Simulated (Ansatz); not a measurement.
# Na on Fe(100): change of the work function, part 6 of 6

Wanted: Δφ(θ) for Na/Fe(100), starting from the hollow site.

Ansatz 0.2.0; plane-wave DFT, PBE, Ansatz PAW.

So far, work function, upper face (eV): step 2 (the clean slab) 3.86; step 4 (adsorbate added, coverage 0.5 ML) 2.43; step 6 (the slab at 0.25 ML, atoms frozen) 2.24; step 7 (the substrate of the 0.25 ML cell alone) 3.86; step 8 (the adsorbate layer of the 0.25 ML cell alone) 2.86.

**11. Varying the input: scf.lower_state_search = "standard"**

System of this step: Fe(100). The cell holds 5 atoms: 5 Fe. Cell: a = 2.870 Å, b = 2.870 Å, c = 23.740 Å, α = 90.0°, β = 90.0°, γ = 90.0°. Vacuum lies along c.

Another changed input: it repeats the earlier run at 0 ML with scf.lower_state_search to standard.

Input file input.yaml:

```yaml
crystal:
  lattice:
    - [2.87, 0.0, 0.0]
    - [0.0, 2.87, 0.0]
    - [0.0, 0.0, 23.74]
  atoms:
    - { symbol: Fe, position: [0.0, 0.0, 0.3791069924], spin: 2.5 }
    - { symbol: Fe, position: [0.5, 0.5, 0.4395534962], spin: 2.5 }
    - { symbol: Fe, position: [0.0, 0.0, 0.5], spin: 2.5 }
    - { symbol: Fe, position: [0.5, 0.5, 0.5604465038], spin: 2.5 }
    - { symbol: Fe, position: [0.0, 0.0, 0.6208930076], spin: 2.5 }
magnetization:
  spin_polarized: true
kpoints:
  mp_grid: { grid: [10, 10, 1] }
hamiltonian:
  xc: pbe
scf:
  occupations: { method: fermi_dirac, width: 0.1 }
  convergence: { dr2_threshold: 1.0e-08 }
  lower_state_search: standard
efield:
  axis: 3
  dipole_correction: true
  ramp_position: 0.97
  ramp_width: 0.06
relax:
  f_tol: 0.02
  max_steps: 60
  constraints: [{ sites: [0, 1] }]
output:
  write_potential: true
  write_density: true
  volumetric_format: npy
```

Launch:

```sh
$ ansatz run input.yaml --threads 4 --pin off --max-ram 12288MiB --backend cpu --events-out ev --progress --plain --runs-dir out
```

Numbers of over 12 decimals in the logs are rounded to 6 here.

The program printed:

```text
[...]
Crystal: 5 atoms, lattice volume = 195.544 Å³
Basis set: ecut = 420 eV, 3827 PW (Γ), exchange–correlation on 40×40×320 points (8 copies of the dense FFT grid, shifted against one another)
Bands: 56, of which v1, the nominal top of the filled ones, is band 40 counted from 1 (39 counted from 0)
Symmetry: 8 space group operations
k-points: 21 of 100
[...]
Starting moments: Σ|m| = 12.5 μB on 5 of 5 sites
[...]
SCF iter   1: F=—  HF=-22399.003503 eV  |F-HF|=—  |Δ(HF+E_count)|=         —  Δρ=4.37e-2 (↑1.80e-2 ↓4.37e-2)  dr2=1.35e1  dr2_m=1.15e0  M=12.634 μB ∫|m|=12.767 μB  β_m=1.00  ethr=3.10e-3  p=0.000 e·Å  D=1.02e-13 V/Å  ΔV_dip=-0.00 eV  dr2_dipole=4.20e-8  V_vac-E_F(+/−)=7.33/7.33 eV  ⟨swp⟩=10.5  Hψ=12217  notcnv=0  defer=27
[...]
SCF iter  15: F=-22399.880327 eV  HF=-22399.880327 eV  |F-HF|=5.04e-9  |Δ(HF+E_count)|=   2.56e-9  Δρ=1.02e-6 (↑6.76e-7 ↓1.02e-6)  dr2=5.61e-9  dr2_m=3.09e-10  M=13.340 μB ∫|m|=13.922 μB  ethr=1.24e-11  p=-0.000 e·Å  D=-7.88e-8 V/Å  ΔV_dip=0.00 eV  dr2_dipole=5.72e-12  V_vac-E_F(+/−)=3.84/3.84 eV  ⟨swp⟩=7.0  Hψ=13137  notcnv=0
SCF 1 converged in 15 iterations: F = -22399.880327 eV  dr2 = 5.61e-9
[...]
relax step   1: F+E_penalty+E_count = -22399.88032671 eV  Δ(F+E_penalty+E_count) = +0.000e0 eV  max|allowed force component| = 4.526e-1 eV/Å  Δτ_max = 0.0000 Å  (15 SCF iters, accepted)
[...]
SCF iter  12: F=-22399.895339 eV  HF=-22399.895339 eV  |F-HF|=1.53e-9  |Δ(HF+E_count)|=   3.82e-9  Δρ=4.01e-7 (↑1.48e-7 ↓4.01e-7)  dr2=1.55e-9  dr2_m=4.93e-11  M=13.283 μB ∫|m|=13.852 μB  ethr=1.00e-12  p=-0.000 e·Å  D=-3.12e-4 V/Å  ΔV_dip=0.01 eV  dr2_dipole=4.50e-10  V_vac-E_F(+/−)=3.84/3.83 eV  ⟨swp⟩=5.8  Hψ=12407  notcnv=0
SCF 2 converged in 12 iterations: F = -22399.895339 eV  dr2 = 1.55e-9
relax step   2: F+E_penalty+E_count = -22399.89533873 eV  Δ(F+E_penalty+E_count) = -1.501e-2 eV  max|allowed force component| = 2.499e-1 eV/Å  Δτ_max = 0.0501 Å  (12 SCF iters, accepted)
SCF iter   1: F=—  HF=-22399.895659 eV  |F-HF|=—  |Δ(HF+E_count)|=         —  Δρ=3.58e-3 (↑2.89e-3 ↓3.58e-3)  dr2=2.17e-2  dr2_m=1.71e-2  M=13.237 μB ∫|m|=13.795 μB  β_m=1.00  ethr=2.82e-4  p=-0.000 e·Å  D=-3.12e-4 V/Å  ΔV_dip=0.01 eV  dr2_dipole=4.01e-3  V_vac-E_F(+/−)=3.83/3.83 eV  ⟨swp⟩=5.0  Hψ=5832  notcnv=0  defer=103
[...]
SCF iter  12: F=-22399.901519 eV  HF=-22399.901519 eV  |F-HF|=2.99e-9  |Δ(HF+E_count)|=   6.75e-9  Δρ=1.27e-6 (↑3.93e-7 ↓1.27e-6)  dr2=7.26e-9  dr2_m=5.34e-10  M=13.220 μB ∫|m|=13.774 μB  ethr=1.49e-12  p=-0.001 e·Å  D=-1.05e-3 V/Å  ΔV_dip=0.03 eV  dr2_dipole=5.10e-10  V_vac-E_F(+/−)=3.86/3.83 eV  ⟨swp⟩=5.6  Hψ=12911  notcnv=0
SCF 3 converged in 12 iterations: F = -22399.901519 eV  dr2 = 7.26e-9
relax step   3: F+E_penalty+E_count = -22399.90151905 eV  Δ(F+E_penalty+E_count) = -6.180e-3 eV  max|allowed force component| = 1.748e-2 eV/Å  Δτ_max = 0.0544 Å  (12 SCF iters, accepted)
[...]
SCF converged after 12 iterations
Magnetization: 13.2196 μB (46.6098 up, 33.3902 down)
Absolute magnetization: 13.7748 μB (∫|ρ↑−ρ↓|, with the PAW one-centre terms)
[...]
Per-site moments (μB) at R_I (Å): [(2.971256, 1.025266), (2.378410, 1.021198), (2.502540, 1.021198), (2.306174, 1.004049), (2.917643, 1.004049)]
Free energy (F): -22399.901519 eV
[...]
Internal energy: -22399.717438 eV  (E = F + TS)
E sigma→0 (E₀):  -22399.809479 eV
Entropy (-TS):   -0.184081 eV (-36.816 meV/atom)
Fermi energy:    2.830636 eV
Dipole field:    D = -0.001086 V/Å  (p = -0.001173 e·Å, saw-weighted, corrected)
Work function:   Φ+ = 3.8562 eV   Φ− = 3.8304 eV
[...]
--- Forces (eV/Å), atoms counted from 1 ---
  atom   1  Fe     0.00000000     0.00000000     0.44641193
  atom   2  Fe     0.00000000     0.00000000    -0.44525862
  atom   3  Fe     0.00000000     0.00000000    -0.00422702
  atom   4  Fe     0.00000000     0.00000000    -0.01439275
  atom   5  Fe     0.00000000     0.00000000     0.01747691
  max |Σ_I F_I| component: 1.05e-5 eV/Å
--- Band table (eV; the first three rows and the last of 42) ---
  k-point 0 ↑: bands = [... 36 lower, 0.7054, 0.8088, 0.9244, 1.2657, 1.4139, 1.4694, 1.4694, 1.8781, ... 12 higher]
  k-point 1 ↑: bands = [... 36 lower, 0.9404, 0.9430, 0.9953, 1.1268, 1.4384, 1.4458, 1.7296, 1.8519, ... 12 higher]
  k-point 2 ↑: bands = [... 36 lower, 1.0355, 1.0810, 1.1540, 1.3622, 1.4440, 1.4691, 1.8594, 1.8829, ... 12 higher]
  k-point 20 ↓: bands = [... 36 lower, 4.1769, 4.5081, 4.6201, 4.6580, 4.6787, 4.7452, 4.7685, 4.8144, ... 12 higher]
[...]
--- Relaxed structure (3 steps of the walk, 3 accepted, 0 SCFs on fresh bases) ---
  F+E_penalty+E_count = -22399.90151905 eV   max|allowed force component| = 1.748e-2 eV/Å
  atoms:
    - { symbol: Fe, position: [0.0, 0.0, 0.3791069924] }
    - { symbol: Fe, position: [0.5, 0.5, 0.4395534962] }
    - { symbol: Fe, position: [0, 0.0, 0.499278] }
    - { symbol: Fe, position: [0.5, 0.5, 0.559881] }
    - { symbol: Fe, position: [0, 0.0, 0.616492] }
[...]
SCF iter   1: F=—  HF=-22399.726792 eV  |F-HF|=—  |Δ(HF+E_count)|=         —  Δρ=5.84e-2 (↑3.33e-2 ↓5.84e-2)  dr2=1.48e1  dr2_m=3.15e0  M=13.223 μB ∫|m|=13.363 μB  β_m=1.00  ethr=3.10e-3  p=-0.000 e·Å  D=-1.42e-6 V/Å  ΔV_dip=0.00 eV  dr2_dipole=4.01e-2  V_vac-E_F(+/−)=7.27/7.27 eV  ⟨swp⟩=10.8  Hψ=12258  notcnv=0  defer=26
[...]
SCF iter  19: F=-22399.901519 eV  HF=-22399.901519 eV  |F-HF|=2.57e-9  |Δ(HF+E_count)|=  1.02e-10  Δρ=4.08e-7 (↑2.65e-7 ↓4.08e-7)  dr2=2.31e-9  dr2_m=1.87e-11  M=13.220 μB ∫|m|=13.774 μB  ethr=1.00e-12  p=-0.001 e·Å  D=-1.05e-3 V/Å  ΔV_dip=0.03 eV  dr2_dipole=2.38e-10  V_vac-E_F(+/−)=3.86/3.83 eV  ⟨swp⟩=1.0  Hψ=5212  notcnv=0
SCF 1 converged in 19 iterations: F = -22399.901519 eV  dr2 = 2.31e-9
[...]
SCF iter   1: F=—  HF=-22399.191401 eV  |F-HF|=—  |Δ(HF+E_count)|=         —  Δρ=3.96e-2 (↑3.28e-2 ↓3.96e-2)  dr2=3.38e-1  dr2_m=2.32e0  M=9.395 μB ∫|m|=12.324 μB  β_m=1.00  ethr=4.31e-4  p=-0.001 e·Å  D=-1.05e-3 V/Å  ΔV_dip=0.03 eV  dr2_dipole=8.70e-3  V_vac-E_F(+/−)=3.76/3.73 eV  ⟨swp⟩=1.7  Hψ=10311  notcnv=0  defer=1
efield: sawtooth ramp at fractional position 0.9700 (kept from the solve that this one continues, or follows in the run), width 0.0600; the density the first Hamiltonian is built on has a dipole p = -0.001 e·Å; the dipole correction subtracts the counter field D = -1.05e-3 V/Å, which shifts the + side's vacuum level by +0.03 eV against the − side's; the planar-averaged density in the ramp window peaks in size at 6.9e-6 e/Å³
[...]
SCF iter   2: F=—  HF=-22402.016450 eV  |F-HF|=—  |Δ(HF+E_count)|=         —  Δρ=8.66e-2 (↑8.39e-2 ↓8.66e-2)  dr2=2.33e-2  dr2_m=1.30e1  M=12.616 μB ∫|m|=12.921 μB  β_m=0.30  ethr=4.23e-4  p=-0.002 e·Å  D=-1.98e-3 V/Å  ΔV_dip=0.05 eV  dr2_dipole=1.95e-3  V_vac-E_F(+/−)=3.92/3.87 eV  ⟨swp⟩=2.3  Hψ=4699  notcnv=0  defer=1
[...]
SCF iter   3: F=—  HF=-22401.073305 eV  |F-HF|=—  |Δ(HF+E_count)|=   9.43e-1  Δρ=6.75e-2 (↑6.75e-2 ↓6.60e-2)  dr2=9.12e-3  dr2_m=7.99e0  M=12.786 μB ∫|m|=13.126 μB  β_m=0.63  ethr=2.91e-5  p=-0.002 e·Å  D=-1.81e-3 V/Å  ΔV_dip=0.04 eV  dr2_dipole=1.78e-4  V_vac-E_F(+/−)=3.91/3.87 eV  ⟨swp⟩=2.9  Hψ=5326  notcnv=0  defer=35
[...]
SCF converged after 12 iterations
Magnetization: 13.2196 μB (46.6098 up, 33.3902 down)
Absolute magnetization: 13.7748 μB (∫|ρ↑−ρ↓|, with the PAW one-centre terms)
[...]
Per-site moments (μB) at R_I (Å): [(2.971256, 1.025266), (2.378410, 1.021198), (2.502540, 1.021198), (2.306174, 1.004049), (2.917643, 1.004049)]
Free energy (F): -22399.901519 eV
[...]
Internal energy: -22399.717438 eV  (E = F + TS)
E sigma→0 (E₀):  -22399.809479 eV
Entropy (-TS):   -0.184081 eV (-36.816 meV/atom)
Fermi energy:    2.830636 eV
Dipole field:    D = -0.001086 V/Å  (p = -0.001173 e·Å, saw-weighted, corrected)
Work function:   Φ+ = 3.8562 eV   Φ− = 3.8304 eV
[...]
--- Forces (eV/Å), atoms counted from 1 ---
  atom   1  Fe     0.00000000     0.00000000     0.44641193
  atom   2  Fe     0.00000000     0.00000000    -0.44525862
  atom   3  Fe     0.00000000     0.00000000    -0.00422702
  atom   4  Fe     0.00000000     0.00000000    -0.01439275
  atom   5  Fe     0.00000000     0.00000000     0.01747691
  max |Σ_I F_I| component: 1.05e-5 eV/Å
--- Band table (eV; the first three rows and the last of 42) ---
  k-point 0 ↑: bands = [... 36 lower, 0.7054, 0.8088, 0.9244, 1.2657, 1.4139, 1.4694, 1.4694, 1.8781, ... 12 higher]
  k-point 1 ↑: bands = [... 36 lower, 0.9404, 0.9430, 0.9953, 1.1268, 1.4384, 1.4458, 1.7296, 1.8519, ... 12 higher]
  k-point 2 ↑: bands = [... 36 lower, 1.0355, 1.0810, 1.1540, 1.3622, 1.4440, 1.4691, 1.8594, 1.8829, ... 12 higher]
  k-point 20 ↓: bands = [... 36 lower, 4.1769, 4.5081, 4.6201, 4.6580, 4.6787, 4.7452, 4.7685, 4.8144, ... 12 higher]
--- Relaxed structure (3 steps of the walk, 3 accepted, 0 SCFs on fresh bases) ---
  F+E_penalty+E_count = -22399.90151905 eV   max|allowed force component| = 1.748e-2 eV/Å
  atoms:
    - { symbol: Fe, position: [0.0, 0.0, 0.3791069924] }
    - { symbol: Fe, position: [0.5, 0.5, 0.4395534962] }
    - { symbol: Fe, position: [0, 0.0, 0.499278] }
    - { symbol: Fe, position: [0.5, 0.5, 0.559881] }
    - { symbol: Fe, position: [0, 0.0, 0.616492] }
```

Elapsed: 87 s, on 4 threads of Arm Neoverse V1, shared host; peak memory 0.82 GiB; 5.6 min of CPU time.

The steps of the relaxation:

```tsv
step	energy less that of the first step (eV)	largest force component (eV/Å)
1	0.0000	0.4526
2	-0.0150	0.2499
3	-0.0212	0.0175
3	-0.0212	0.0175
```

Forces are held to the 8 operations that the run works with; a distortion that breaks them can't arise in this run.

The atoms that moved most (Å):

```tsv
atom	dx	dy	dz	length
Fe5	0.000	0.000	-0.104	0.104
Fe3	0.000	0.000	-0.017	0.017
Fe4	0.000	0.000	-0.013	0.013
```

The relaxed structure:

```xyz
5
Lattice="2.8700 0.0000 0.0000 0.0000 2.8700 0.0000 0.0000 0.0000 23.7400" Properties=species:S:1:pos:R:3
Fe    0.0000    0.0000    9.0000
Fe    1.4350    1.4350   10.4350
Fe    0.0000    0.0000   11.8529
Fe    1.4350    1.4350   13.2916
Fe    0.0000    0.0000   14.6355
```

This step gave:

| Property | Result |
| --- | --- |
| energy at zero smearing | -22399.8095 eV |
| total moment | 13.22 μB |
| work function, upper face | 3.856 eV |
| work function, lower face | 3.830 eV |
| dipole along the normal | -0.001173 e·Å |
| step between the vacuum levels | 0.02578 eV |

```tsv
quantity	this run	earlier run	difference
work function, upper face (eV)	3.856	3.856	0
work function, lower face (eV)	3.830	3.830	0
dipole along the normal (e·Å)	-0.001173	-0.001173	0
total moment (μB)	13.22	13.22	0
```

Nothing in the table moves by 0.01 in its unit (for the dipole 0.5 % and 5e-5 e·Å). The run took 61 SCF cycles against 39.

**12. What came out**

```json
{"work function of the clean face": "3.86 eV", "work function at 0.25 ML": "2.24 eV", "work function at 0.5 ML": "2.43 eV", "dipole per adsorbate at 0.25 ML, positive end outwards": "1.42 D", "step of the potential from the moved charge at 0.25 ML, upper less lower side, atoms held": "-1.63 eV"}
```

**Reading.** Na lowers the work function of Fe(100) at the lowest coverage, by 1.62 eV: the adsorbate layer has its positive end outwards. The slab has 5 layers, at the tabulated experimental lattice constant, one starting site was run, and quantum-size effects of a slab this thin can reach one or two tenths of an eV. The magnetic order is the one reached from the typed start; other orders were not compared.

[Logs are printed without paths, hosts, clocks, repeated set-up lines and the standing remarks that a program may print on its own settings, such as how far it seeks lower states.]

[Hosts, paths, dates, database ids (printed as entryN), source tags and the programs' standing remarks are cut or masked in the printed files.]

[Maps of the electrostatic potential energy from Ansatz leave out the sawtooth potential of an applied field or a dipole correction, so their vacuum need not be flat; planar profiles and work functions include it.]
